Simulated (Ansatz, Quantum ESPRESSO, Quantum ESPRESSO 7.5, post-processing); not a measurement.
# Work function of Mg(0001), 4 layers, one monolayer of Zn on top sites

Wanted: work functions and the surface dipole of Mg(0001), 4 layers, one monolayer of Zn on top sites at several levels, with their cost.

Calculated with Quantum ESPRESSO 7.5; plane-wave DFT, PBE, GBRV ultrasoft pseudopotentials (geometry and cross-check by Ansatz 0.2.0 with PAW datasets; geometry under PBE).

## 1. The structure

The cell holds 5 atoms: 4 Mg and 1 Zn. Its edges and angles: a = 3.210 Å, b = 3.210 Å, c = 26.820 Å, α = 90.0°, β = 90.0°, γ = 60.0°. It derives from Mg. Vacuum lies along c.

## 2. Geometry from Ansatz

A relaxation in Ansatz fixes the structure of this slab for the runs on it.

input.yaml reads:

```yaml
crystal:
  lattice:
    - [3.21, 0.0, 0.0]
    - [1.605, 2.7799415461, 0.0]
    - [0.0, 0.0, 26.81956]
  atoms:
    - { symbol: Mg, position: [0.6666666667, 0.6666666667, 0.3094756215] }
    - { symbol: Mg, position: [0.0, 0.0, 0.4066628983] }
    - { symbol: Mg, position: [0.6666666667, 0.6666666667, 0.503850175] }
    - { symbol: Mg, position: [0.0, 0.0, 0.6010374518] }
    - { symbol: Zn, position: [0.0, 0.0, 0.699100209] }
kpoints:
  mp_grid: { grid: [12, 12, 1] }
hamiltonian:
  xc: pbe
scf:
  occupations: { method: fermi_dirac, width: 0.1 }
  convergence: { dr2_threshold: 1.0e-08 }
efield:
  axis: 3
  dipole_correction: true
  ramp_position: 0.97
  ramp_width: 0.04
relax:
  f_tol: 0.01
  constraints: [{ sites: [0, 1] }]
output:
  write_potential: true
  write_density: true
  volumetric_format: npy
```

On the command line:

```sh
ansatz run input.yaml --threads 4 --pin off --max-ram 8192MiB --backend cpu --events-out ev --progress --plain --runs-dir out
```

The runs that follow: SCF with pw.x; electrostatic potential; planar and running averages; valence density; projections on atomic orbitals; ground state: open boundaries by the effective screening medium; ground state: LDA, GBRV ultrasoft; self-consistent run: PBEsol, GBRV ultrasoft; self-consistent run: PBEsol, PseudoDojo norm-conserving; self-consistent run: no dipole correction; potential by pp.x; all levels side by side; ground state, with ecutwfc = 32, ecutrho = 160 and diagonalization = cg; the arithmetic. Settings of the main run: tefield on, dipfield on, cutoff 40 Ry, smearing, Marzari-Vanderbilt smearing, smearing width 0.02 Ry, edir 3, emaxpos 0.97, eopreg 0.04, eamp 0 Hartree a.u., SCF threshold 1.00e-7 Ry, gbrv-pbe-1.5 potentials, 12×12×1 k-mesh, mpi ranks 4, pools 4, omp threads 1.

Q: Predict the work function of the covered face, PBE, GBRV; work function of the bare face, PBE, GBRV; and covered face by Ansatz.

At the first level (PBE, GBRV ultrasoft) the work function comes to 4.04 eV on the upper face and 3.74 eV on the lower. The Zn layer ends 2.83 Å above the top metal plane and raises the work function by 0.30 eV against the bare face. This is the step −180.95 p/A = +0.30 eV of the slab's dipole p = -0.01499 e Å, which the dipole correction builds in. The bare face is held at bulk positions, so it is no relaxed clean surface.

- work function of the covered face, PBE, GBRV: 4.04 eV
- work function of the bare face, PBE, GBRV: 3.74 eV
- covered face by ESM: 4.05 eV
- dipole along the normal: -0.0150 e·Å
- covered face by Ansatz: 4.06 eV

ESM differs from the periodic treatment by +11 meV on the upper face and -10 meV on the lower. Over the levels tried, the uncorrected run apart, the upper face spans 4.04 eV (QE PBE GBRV, sawtooth) to 4.34 eV (QE LDA GBRV ultrasoft, ESM bc1). Without a correction the vacuum potential slopes by 24 meV/Å, so no single vacuum level can be read. Quantum ESPRESSO and Ansatz give 4.04 and 4.06 eV for the upper face, which agree. Ansatz ran with Fermi-Dirac smearing of 0.1 eV against cold smearing of 0.02 Ry, which alone can move a level by some tens of meV. With 12×12 points and so few layers the values hold to some 0.05 to 0.1 eV. The slab is cut at a tabulated measured bulk lattice constant, given to two decimals. A full 1×1 monolayer may not be the stable structure at this coverage. A file of the PseudoDojo norm-conserving set has a known flaw or wants a higher cutoff, so those values deserve less trust.

[Logs are printed without paths, hosts, clocks, repeated set-up lines and the standing remarks that a program may print on its own settings, such as how far it seeks lower states.]

[Hosts, paths, dates, database ids (printed as entryN), source tags and the programs' standing remarks are cut or masked in the printed files.]

[Maps of the electrostatic potential energy from Ansatz leave out the sawtooth potential of an applied field or a dipole correction, so their vacuum need not be flat; planar profiles and work functions include it.]
